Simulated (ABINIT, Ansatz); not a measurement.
# CaC2 (Immm): G0W0 with ABINIT, start to end

How does a plane-wave GW calculation on CaC2 (Immm) run from the first input to the gap?

Main program and level: ABINIT 10.8.3; PBEsol and many-body steps on it, plane waves.

### Step 1. The structure

It takes space group Immm (No. 71, orthorhombic). The conventional cell has a = 3.790 Å, b = 4.887 Å, c = 5.360 Å, α = 90.00°, β = 90.00°, γ = 90.00°. Ca has 8 C at 2.62 to 2.75 Å nearest. C has 1 C at 1.26 Å and 4 Ca at 2.62 to 2.75 Å nearest. Farther neighbours are not listed.

The cell and positions are those that the Materials Project relaxed with its own functionals (PBE, PBE+U or r2SCAN), kept fixed.

### Step 2. Ground state

This step: ABINIT 10.8.3; DFT, PBEsol, plane waves, norm-conserving pseudopotentials.

The ground-state density comes first.

The input, run.abi:

```
acell 3*1.0 Angstrom
rprim 
  -1.894876555000 2.443261230000 2.680131180000
  1.894876555000 -2.443261230000 2.680131180000
  1.894876555000 2.443261230000 -2.680131180000
ntypat 2
znucl 20 6
natom 3
typat 1 2 2
xred 
  0.000000000000 0.000000000000 0.000000000000
  0.371239070000 0.500000000000 0.871239070000
  0.628760930000 0.500000000000 0.128760930000
pp_dirpath "pseudos"
pseudos "Ca.upf, C.upf"
ecut 37
ngkpt 6 6 6
nshiftk 1
shiftk 0 0 0
kptopt 1
chksymbreak 0
nband 14
occopt 1
tolvrs 1e-10
nstep 60
prtwf 0
optforces 0
optstress 0
indata_prefix "in"
outdata_prefix "out"
tmpdata_prefix "tmp"
```

Started as:

```sh
> OMP_NUM_THREADS=1 mpirun -n 4 abinit run.abi > log
```

Numbers of over 12 decimals in the logs are rounded to 6 here.

Output:

```text
.Version 10.8.3 of ABINIT. v10.8.2 released Aug 2026.

 Symmetries : space group Im m m (# 71); Bravais oI (body-center ortho.)
================================================================================
 Values of the parameters that define the memory need of the present run
     intxc =       0    ionmov =       0      iscf =       7    lmnmax =       6
     lnmax =       6     mgfft =      45  mpssoang =       3    mqgrid =    3001
     natom =       3  nloc_mem =       1    nspden =       1   nspinor =       1
    nsppol =       1      nsym =       8    n1xccc =    2501    ntypat =       2
    occopt =       1   xclevel =       2
-    mband =          14        mffmem =           1         mkmem =          12
       mpw =        3618          nfft =       91125          nkpt =          46
================================================================================
  Rough estimation (10% accuracy) of disk space for files :
================================================================================

--------------------------------------------------------------------------------
------------- Echo of variables that govern the present computation ------------
--------------------------------------------------------------------------------
 -outvars: echo values of preprocessed input variables --------
            acell      1.8897261259E+00  1.8897261259E+00  1.8897261259E+00 Bohr

      chksymbreak           0
             ecut      3.70000000E+01 Hartree
-          fftalg         312

              ixc     -116133
              kpt      0.00000000E+00  0.00000000E+00  0.00000000E+00
                       1.66666667E-01  0.00000000E+00  0.00000000E+00
                       3.33333333E-01  0.00000000E+00  0.00000000E+00
                       5.00000000E-01  0.00000000E+00  0.00000000E+00
                       0.00000000E+00  1.66666667E-01  0.00000000E+00
                       1.66666667E-01  1.66666667E-01  0.00000000E+00
                       3.33333333E-01  1.66666667E-01  0.00000000E+00
                       5.00000000E-01  1.66666667E-01  0.00000000E+00
                      -3.33333333E-01  1.66666667E-01  0.00000000E+00
   [... 35 further rows ...]
                      -3.33333333E-01 -3.33333333E-01  3.33333333E-01
                       5.00000000E-01  5.00000000E-01  5.00000000E-01
         kptrlatt        6    0    0      0    6    0      0    0    6
          kptrlen      4.29695728E+01
P           mkmem          12
            natom           3
            nband          14
            ngfft          45      45      45
             nkpt          46
            nstep          60
             nsym           8
           ntypat           2
              occ      2.000000  2.000000  2.000000  2.000000  2.000000  2.000000
                       2.000000  2.000000  2.000000  0.000000  0.000000  0.000000
                       0.000000  0.000000
        optforces           0
        optstress           0
            prtwf           0
            rprim     -1.8948765550E+00  2.4432612300E+00  2.6801311800E+00
[...]
spgroup          71

           tolvrs      1.00000000E-10

             xred      0.0000000000E+00  0.0000000000E+00  0.0000000000E+00
[...]
znucl       20.00000    6.00000

================================================================================

 chkinp: Checking input parameters for consistency.

================================================================================
== DATASET  1 ==================================================================
-   mpi_nproc: 4, omp_nthreads: 1 (-1 if OMP is not activated)

--- !DatasetInfo
iteration_state: {dtset: 1, }
dimensions: {natom: 3, nkpt: 46, mband: 14, nsppol: 1, nspinor: 1, nspden: 1, mpw: 3618, }
cutoff_energies: {ecut:  37.0, pawecutdg:  -1.0, }
electrons: {nelect:   1.80000000E+01, charge:   0.00000000E+00, occopt:   1.00000000E+00, tsmear:   1.00000000E-02, }

 Real(R)+Recip(G) space primitive vectors, cartesian coordinates (Bohr,Bohr^-1):
 R(1)= -3.5807977  4.6170946  5.0647139  G(1)=  0.0000000  0.1082932  0.0987223
 R(2)=  3.5807977 -4.6170946  5.0647139  G(2)=  0.1396337  0.0000000  0.0987223
 R(3)=  3.5807977  4.6170946 -5.0647139  G(3)=  0.1396337  0.1082932  0.0000000
 Unit cell volume ucvol=  3.3493727E+02 bohr^3
 Angles (23,13,12)=  1.24827126E+02  1.06674293E+02  9.81616827E+01 degrees

 getcut: wavevector=  0.0000  0.0000  0.0000  ngfft=  45  45  45
         ecut(hartree)=     37.000   => boxcut(ratio)=   2.07875

--- Pseudopotential description ------------------------------------------------
- Ca Generated using ONCVPSP code by D. R. Hamann
- 20.00000  10.00000  180301                  znucl, zion, pspdat
12 -116133 2 -1 1746                          pspcod,pspxc,lmax,lloc,mmax
     nproj     2     2     2
  pspatm : epsatm=   12.46101000
         --- l  ekb(1:nproj) -->
[...]
pspatm: atomic psp has been read  and splines computed

- C Generated using ONCVPSP code by D. R. Hamann
-  6.00000   4.00000  180301                  znucl, zion, pspdat
12 -116133 1 -1 1248                          pspcod,pspxc,lmax,lloc,mmax
     nproj     2     2     0
  pspatm : epsatm=    4.34909242
         --- l  ekb(1:nproj) -->
[...]
pspatm: atomic psp has been read  and splines computed

   3.80865507E+02                                ecore*ucvol(ha*bohr**3)
--------------------------------------------------------------------------------

_setup2: Arith. and geom. avg. npw (full set) are    3600.106    3600.093

================================================================================

--- !BeginCycle
iteration_state: {dtset: 1, }
solver: {iscf: 7, nstep: 60, nline: 4, wfoptalg: 0, }
tolerances: {tolvrs: 1.00E-10, }

     iter   Etot(hartree)      deltaE(h)  residm     vres2
 ETOT  1  -50.512517792546    -5.051E+01 7.069E-02 8.795E+02
 ETOT  2  -50.618744924416    -1.062E-01 4.170E-02 1.922E+02
 ETOT  3  -50.643585391103    -2.484E-02 8.524E-03 1.126E+00
 ETOT  4  -50.643782527011    -1.971E-04 7.178E-03 3.304E-02
 ETOT  5  -50.643786407892    -3.881E-06 4.086E-03 3.158E-03
 ETOT  6  -50.643786716766    -3.089E-07 3.369E-03 3.066E-04
 ETOT  7  -50.643786749561    -3.279E-08 1.288E-03 6.731E-06
 ETOT  8  -50.643786750091    -5.301E-10 1.737E-03 6.892E-07
 ETOT  9  -50.643786750160    -6.879E-11 6.891E-04 1.168E-08
 ETOT 10  -50.643786750162    -2.117E-12 1.004E-03 8.215E-10
 ETOT 11  -50.643786750160     1.840E-12 3.360E-04 8.700E-12

 At SCF step   11       vres2   =  8.70E-12 < tolvrs=  1.00E-10 =>converged.

--- !ResultsGS
iteration_state: {dtset: 1, }
comment   : Summary of ground state results
lattice_vectors:
- [ -3.5807977,   4.6170946,   5.0647139, ]
- [  3.5807977,  -4.6170946,   5.0647139, ]
- [  3.5807977,   4.6170946,  -5.0647139, ]
lattice_lengths: [   7.73246,    7.73246,    7.73246, ]
lattice_angles: [124.827, 106.674,  98.162, ] # degrees, (23, 13, 12)
lattice_volume:   3.3493727E+02
convergence: {deltae:  1.840E-12, res2:  8.700E-12, residm:  3.360E-04, diffor:  0.000E+00, }
etotal    :  -5.06437868E+01
entropy   :   0.00000000E+00
fermie    :   8.90988714E-02
cartesian_stress_tensor: null
pressure_GPa: null
xred      :
- [  0.0000E+00,   0.0000E+00,   0.0000E+00, Ca]
- [  3.7124E-01,   5.0000E-01,   8.7124E-01,  C]
- [  6.2876E-01,   5.0000E-01,   1.2876E-01,  C]
cartesian_forces: null
force_length_stats: {min: null, max: null, mean: null, }

 Integrated electronic density in atomic spheres:
 ------------------------------------------------
 Atom  Sphere_radius  Integrated_density
[...]
2        2.00000          4.19665266
    3        2.00000          4.19665266
================================================================================

 ----iterations are completed or convergence reached----

 Mean square residual over all n,k,spin=   29.086E-07; max=  33.602E-05
 reduced coordinates (array xred) for    3 atoms
       0.000000000000      0.000000000000      0.000000000000
       0.371239070000      0.500000000000      0.871239070000
       0.628760930000      0.500000000000      0.128760930000
 rms dE/dt=  0.0000E+00; max dE/dt=  0.0000E+00; dE/dt below (all hartree)
    1       0.000000000000      0.000000000000      0.000000000000
    2       0.000000000000      0.000000000000      0.000000000000
    3       0.000000000000      0.000000000000      0.000000000000

 cartesian coordinates (angstrom) at end:
    1      0.000000     0.000000     0.000000
    2      1.894877     1.814068    -0.000000
    3     -0.000000     0.629193     2.680131
 length scales=  1.889726125908  1.889726125908  1.889726125908 bohr
              =  1.000000000000  1.000000000000  1.000000000000 angstroms
 prteigrs : about to open file out_EIG
 Fermi (or HOMO) energy (hartree) =   0.08910   Average Vxc (hartree)=  -0.34918
 Eigenvalues (hartree) for nkpt=  46  k points:
 kpt#   1, nband= 14, wtk=  0.00463, kpt=  0.0000  0.0000  0.0000 (reduced coord)
  -1.32285   -0.62796   -0.62776   -0.62370   -0.36151    0.00653    0.00828    0.07014
   0.07959    0.17519    0.22160    0.29386    0.30537    0.32761
 prteigrs : prtvol=0 or 1, do not print more k-points.

--- !EnergyTerms
iteration_state     : {dtset: 1, }
comment             : Components of total free energy in Hartree
kinetic             :  2.11323738098384E+01
hartree             :  1.08328925268560E+01
xc                  : -1.14045919728123E+01
Ewald energy        : -3.40722158980955E+01
psp_core            :  1.13712490670177E+00
local_psp           : -4.10980209215495E+01
non_local_psp       :  2.82865079890113E+00
total_energy        : -5.06437867501600E+01
total_energy_eV     : -1.37808764221770E+03
band_energy         : -6.92230913383511E+00

== END DATASET(S) ==============================================================
================================================================================

 -outvars: echo values of variables after computation  --------
           etotal     -5.0643786750E+01
            nband          14
             nkpt          46
          spgroup          71
 [... the other variables as echoed above ...]

 Calculation completed.
```

Run time: 29 s. Hardware: 4 MPI ranks of Arm Neoverse V1, shared host; peak memory 0.34 GiB.

Numbers from this step:

```yaml
total_energy: -1378.0876 eV
gap: 2.343 eV
k_of_the_valence_top: 0.3333, -0.1667, 0.1667
k_of_the_conduction_bottom: 0, 0, 0
least_direct_gap: 2.601 eV
```

The gap is indirect, with the least direct gap 0.26 eV higher.

[end of part 1 of 3]

[Paths, hosts, dates, memory and timing lines, banners, echoed tables and standing remarks are left out of the program output.]

[Logs are printed without paths, hosts, clocks, repeated set-up lines and the standing remarks that a program may print on its own settings, such as how far it seeks lower states.]

[Runs of the session that timed out or met a known fault of the program may be left out.]

[Hosts, paths, dates, database ids (printed as entryN), source tags and the programs' standing remarks are cut or masked in the printed files.]

[G0W0 gaps are taken among the corrected bands and points alone; a level outside them can change the order at an edge.]

[Where Ansatz stands beside ABINIT at settings called matched, ABINIT's density can come from a denser mesh and the files from another edition; pairs whose starting gaps differed by over 0.03 eV were left out, so agreement reads better than it is.]
